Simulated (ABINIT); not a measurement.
## Quasiparticle gap of WS2 (Tungstenite) in ABINIT

Aim: the G0W0 gap of WS2 (Tungstenite) on PBEsol with spin-orbit coupling, step by step.

Method: PBEsol and many-body steps on it, plane waves, in ABINIT 10.8.3.

### 1. Starting point

It takes space group R3m (No. 160, trigonal). The conventional cell has a = 3.158 Å, b = 3.158 Å, c = 18.490 Å, α = 90.00°, β = 90.00°, γ = 120.00°. Nearest to W lie 6 S at 2.39 to 2.42 Å. Nearest to S lie 3 W at 2.39 Å. Nearest to S lie 3 W at 2.42 Å. Farther neighbours and most contacts between anions are not listed.

The cell and positions come from the Crystallography Open Database and are kept as given unless a step says otherwise.

### 2. Ground state

This step: ABINIT 10.8.3; DFT, PBEsol with spin-orbit coupling, plane waves, norm-conserving pseudopotentials.

The ground-state density comes first.

Input file run.abi:

```
acell 3*1.0 Angstrom
rprim 
  1.579000000014 0.911636075086 6.163333333296
  -1.579000000014 0.911636075086 6.163333333296
  0.000000000000 -1.823272150090 6.163333333308
ntypat 2
znucl 74 16
natom 3
typat 1 2 2
xred 
  0.000000000000 0.000000000000 0.000000000000
  0.249700000000 0.249700000000 0.249700000000
  0.419000000000 0.419000000000 0.419000000000
pp_dirpath "pseudos"
pseudos "W.upf, S.upf"
ecut 31
nspinor 2
ngkpt 6 6 6
nshiftk 1
shiftk 0 0 0
kptopt 1
chksymbreak 0
nband 36
occopt 1
tolvrs 1e-10
nstep 60
prtwf 0
optforces 0
optstress 0
indata_prefix "in"
outdata_prefix "out"
tmpdata_prefix "tmp"
```

Run with:

```sh
$ OMP_NUM_THREADS=1 mpirun -n 4 abinit run.abi > log
```

Numbers of over 12 decimals in the logs are rounded to 6 here.

Log:

```text
.Version 10.8.3 of ABINIT. v10.8.2 released Aug 2026.

 Symmetries : space group R3 m (#160); Bravais hR (rhombohedral)
================================================================================
 Values of the parameters that define the memory need of the present run
     intxc =       0    ionmov =       0      iscf =       7    lmnmax =      25
     lnmax =      25     mgfft =      64  mpssoang =       7    mqgrid =    3001
     natom =       3  nloc_mem =       1    nspden =       1   nspinor =       2
    nsppol =       1      nsym =       6    n1xccc =    2501    ntypat =       2
    occopt =       1   xclevel =       2
-    mband =          36        mffmem =           1         mkmem =           8
       mpw =        2988          nfft =      262144          nkpt =          32
================================================================================
  Rough estimation (10% accuracy) of disk space for files :
================================================================================

--------------------------------------------------------------------------------
------------- Echo of variables that govern the present computation ------------
--------------------------------------------------------------------------------
 -outvars: echo values of preprocessed input variables --------
            acell      1.8897261259E+00  1.8897261259E+00  1.8897261259E+00 Bohr

      chksymbreak           0
             ecut      3.10000000E+01 Hartree
-          fftalg         312

              ixc     -116133
              kpt      0.00000000E+00  0.00000000E+00  0.00000000E+00
                       1.66666667E-01  0.00000000E+00  0.00000000E+00
                       3.33333333E-01  0.00000000E+00  0.00000000E+00
                       5.00000000E-01  0.00000000E+00  0.00000000E+00
                       1.66666667E-01  1.66666667E-01  0.00000000E+00
                       3.33333333E-01  1.66666667E-01  0.00000000E+00
                       5.00000000E-01  1.66666667E-01  0.00000000E+00
                      -3.33333333E-01  1.66666667E-01  0.00000000E+00
                      -1.66666667E-01  1.66666667E-01  0.00000000E+00
   [... 21 further rows ...]
                      -3.33333333E-01  5.00000000E-01  3.33333333E-01
                       5.00000000E-01  5.00000000E-01  5.00000000E-01
         kptrlatt        6    0    0      0    6    0      0    0    6
          kptrlen      3.58065306E+01
P           mkmem           8
            natom           3
            nband          36
            ngfft          64      64      64
             nkpt          32
          nspinor           2
            nstep          60
             nsym           6
           ntypat           2
              occ      1.000000  1.000000  1.000000  1.000000  1.000000  1.000000
                       1.000000  1.000000  1.000000  1.000000  1.000000  1.000000
                       1.000000  1.000000  1.000000  1.000000  1.000000  1.000000
                       1.000000  1.000000  1.000000  1.000000  1.000000  1.000000
                       1.000000  1.000000  0.000000  0.000000  0.000000  0.000000
                       0.000000  0.000000  0.000000  0.000000  0.000000  0.000000
        optforces           0
        optstress           0
            prtwf           0
            rprim      1.5790000000E+00  9.1163607509E-01  6.1633333333E+00
[...]
spgroup         160

           tolvrs      1.00000000E-10

             xred      0.0000000000E+00  0.0000000000E+00  0.0000000000E+00
[...]
znucl       74.00000   16.00000

================================================================================

 chkinp: Checking input parameters for consistency.

================================================================================
== DATASET  1 ==================================================================
-   mpi_nproc: 4, omp_nthreads: 1 (-1 if OMP is not activated)

--- !DatasetInfo
iteration_state: {dtset: 1, }
dimensions: {natom: 3, nkpt: 32, mband: 36, nsppol: 1, nspinor: 2, nspden: 1, mpw: 2988, }
cutoff_energies: {ecut:  31.0, pawecutdg:  -1.0, }
electrons: {nelect:   2.60000000E+01, charge:   0.00000000E+00, occopt:   1.00000000E+00, tsmear:   1.00000000E-02, }

 Real(R)+Recip(G) space primitive vectors, cartesian coordinates (Bohr,Bohr^-1):
 R(1)=  2.9838776  1.7227425 11.6470120  G(1)=  0.1675672  0.0967450  0.0286196
 R(2)= -2.9838776  1.7227425 11.6470120  G(2)= -0.1675672  0.0967450  0.0286196
 R(3)=  0.0000000 -3.4454850 11.6470120  G(3)=  0.0000000 -0.1934899  0.0286196
 Unit cell volume ucvol=  3.5922549E+02 bohr^3
 Angles (23,13,12)=  2.84426739E+01  2.84426739E+01  2.84426739E+01 degrees

 getcut: wavevector=  0.0000  0.0000  0.0000  ngfft=  64  64  64
         ecut(hartree)=     31.000   => boxcut(ratio)=   2.10245

--- Pseudopotential description ------------------------------------------------
- W Generated using ONCVPSP code by D. R. Hamann
- 74.00000  14.00000  180509                  znucl, zion, pspdat
12 -116133 3 -1 1396                          pspcod,pspxc,lmax,lloc,mmax
     nproj     2     4     3     4
     spin-orbit psp
        nprojso     4     4     4
  pspatm : epsatm=   11.49212997
         --- l  ekb(1:nproj) -->
[...]
1    9.018380    1.415246    0.003744    0.000477
             2    4.482607    0.513254    0.002214
             3   51.702060    0.897196    0.007188    0.001950
  spin-orbit 1    0.933054   -0.400695    0.045429   -0.005369
  spin-orbit 2   -0.102260    0.093346    0.015181   -0.000038
  spin-orbit 3    7.224249   -0.052398    0.027465   -0.006949
 pspatm: atomic psp has been read  and splines computed

- S Generated using ONCVPSP code by D. R. Hamann
- 16.00000   6.00000  180509                  znucl, zion, pspdat
12 -116133 2 -1 1146                          pspcod,pspxc,lmax,lloc,mmax
     nproj     2     3     2     0
     spin-orbit psp
        nprojso     3     3     0
  pspatm : epsatm=    8.72165897
         --- l  ekb(1:nproj) -->
[...]
1    3.284630    0.898160    0.000327
[...]
spin-orbit 1    0.096445   -0.028225    0.009538
  spin-orbit 2    0.001616    0.000365   -0.000196
 pspatm: atomic psp has been read  and splines computed

   7.52321646E+02                                ecore*ucvol(ha*bohr**3)
--------------------------------------------------------------------------------

_setup2: Arith. and geom. avg. npw (full set) are    2961.671    2961.646

================================================================================

--- !BeginCycle
iteration_state: {dtset: 1, }
solver: {iscf: 7, nstep: 60, nline: 4, wfoptalg: 0, }
tolerances: {tolvrs: 1.00E-10, }

     iter   Etot(hartree)      deltaE(h)  residm     vres2
 ETOT  1  -98.045900078250    -9.805E+01 8.175E-02 3.630E+02
 ETOT  2  -98.073092187517    -2.719E-02 6.334E-02 1.447E+03
 ETOT  3  -98.109243457223    -3.615E-02 1.234E-02 4.048E+00
 ETOT  4  -98.109364271536    -1.208E-04 5.968E-03 5.484E+00
 ETOT  5  -98.109432134813    -6.786E-05 7.178E-04 2.986E-02
 ETOT  6  -98.109432557002    -4.222E-07 7.694E-04 3.947E-03
 ETOT  7  -98.109432619709    -6.271E-08 9.218E-05 3.075E-04
 ETOT  8  -98.109432625053    -5.344E-09 1.825E-04 3.824E-06
 ETOT  9  -98.109432625111    -5.764E-11 1.792E-05 1.606E-07
 ETOT 10  -98.109432625111    -3.979E-13 4.329E-05 3.432E-09
 ETOT 11  -98.109432625115    -4.150E-12 3.637E-06 2.170E-10
 ETOT 12  -98.109432625113     1.890E-12 1.090E-05 1.924E-11

 At SCF step   12       vres2   =  1.92E-11 < tolvrs=  1.00E-10 =>converged.

--- !ResultsGS
iteration_state: {dtset: 1, }
comment   : Summary of ground state results
lattice_vectors:
- [  2.9838776,   1.7227425,  11.6470120, ]
- [ -2.9838776,   1.7227425,  11.6470120, ]
- [  0.0000000,  -3.4454850,  11.6470120, ]
lattice_lengths: [  12.14596,   12.14596,   12.14596, ]
lattice_angles: [ 28.443,  28.443,  28.443, ] # degrees, (23, 13, 12)
lattice_volume:   3.5922549E+02
convergence: {deltae:  1.890E-12, res2:  1.924E-11, residm:  1.090E-05, diffor:  0.000E+00, }
etotal    :  -9.81094326E+01
entropy   :   0.00000000E+00
fermie    :   3.48545210E-01
cartesian_stress_tensor: null
pressure_GPa: null
xred      :
- [  0.0000E+00,   0.0000E+00,   0.0000E+00,  W]
- [  2.4970E-01,   2.4970E-01,   2.4970E-01,  S]
- [  4.1900E-01,   4.1900E-01,   4.1900E-01,  S]
cartesian_forces: null
force_length_stats: {min: null, max: null, mean: null, }

 Integrated electronic density in atomic spheres:
 ------------------------------------------------
 Atom  Sphere_radius  Integrated_density
[...]
2        2.00000          3.95825820
    3        2.00000          3.94092807
================================================================================

 ----iterations are completed or convergence reached----

 Mean square residual over all n,k,spin=   11.446E-09; max=  10.900E-06
 reduced coordinates (array xred) for    3 atoms
       0.000000000000      0.000000000000      0.000000000000
       0.249700000000      0.249700000000      0.249700000000
       0.419000000000      0.419000000000      0.419000000000
 rms dE/dt=  0.0000E+00; max dE/dt=  0.0000E+00; dE/dt below (all hartree)
    1       0.000000000000      0.000000000000      0.000000000000
    2       0.000000000000      0.000000000000      0.000000000000
    3       0.000000000000      0.000000000000      0.000000000000

 cartesian coordinates (angstrom) at end:
    1      0.000000     0.000000     0.000000
    2      0.000000     2.048e-11     4.616953
    3      0.000000     3.436e-11     7.747310
 length scales=  1.889726125908  1.889726125908  1.889726125908 bohr
              =  1.000000000000  1.000000000000  1.000000000000 angstroms
 prteigrs : about to open file out_EIG
 Fermi (or HOMO) energy (hartree) =   0.34855   Average Vxc (hartree)=  -0.41678
 Eigenvalues (hartree) for nkpt=  32  k points:
 kpt#   1, nband= 36, wtk=  0.00463, kpt=  0.0000  0.0000  0.0000 (reduced coord)
  -2.38621   -2.38621   -1.33539   -1.33539   -0.97782   -0.97782   -0.97131   -0.97131
  -0.22807   -0.22807   -0.15399   -0.15399    0.06474    0.06474    0.21189    0.21189
   0.22191    0.22191    0.25887    0.25887    0.26734    0.26734    0.29018    0.29018
   0.30376    0.30376    0.42520    0.42520    0.42872    0.42872    0.44220    0.44220
   0.44390    0.44390    0.51747    0.51747
 prteigrs : prtvol=0 or 1, do not print more k-points.

--- !EnergyTerms
iteration_state     : {dtset: 1, }
comment             : Components of total free energy in Hartree
kinetic             :  2.82015612918230E+01
hartree             :  2.57676227213928E+01
xc                  : -2.28649255268765E+01
Ewald energy        : -5.99631140346695E+01
psp_core            :  2.09428805668322E+00
local_psp           : -8.69785585417732E+01
non_local_psp       :  1.56336934083067E+01
total_energy        : -9.81094326251134E+01
total_energy_eV     : -2.66969366553601E+03
band_energy         : -9.14912023245648E+00

== END DATASET(S) ==============================================================
================================================================================

 -outvars: echo values of variables after computation  --------
           etotal     -9.8109432625E+01
            nband          36
             nkpt          32
          spgroup         160
 [... the other variables as echoed above ...]

 Calculation completed.
```

Wall time 2.7 min (4 MPI ranks of Arm Neoverse V2, shared host); peak memory 0.67 GiB; 11 min of CPU time.

This step gave:

```
total energy               : -2669.6937 eV
gap                        : 0.8642 eV
k of the valence top       : 0.5, 0.5, 0.5
k of the conduction bottom : -0.1667, 0.1667, 0
least direct gap           : 1.629 eV
```

The gap is indirect, with the least direct gap 0.77 eV higher.

(Continued in part 2 of 3.)

[Paths, hosts, dates, memory and timing lines, banners, echoed tables and standing remarks are left out of the program output.]

[Logs are printed without paths, hosts, clocks, repeated set-up lines and the standing remarks that a program may print on its own settings, such as how far it seeks lower states.]

[Runs of the session that timed out or met a known fault of the program may be left out.]

[Hosts, paths, dates, database ids (printed as entryN), source tags and the programs' standing remarks are cut or masked in the printed files.]

[G0W0 gaps are taken among the corrected bands and points alone; a level outside them can change the order at an edge.]

[Where Ansatz stands beside ABINIT at settings called matched, ABINIT's density can come from a denser mesh and the files from another edition; pairs whose starting gaps differed by over 0.03 eV were left out, so agreement reads better than it is.]
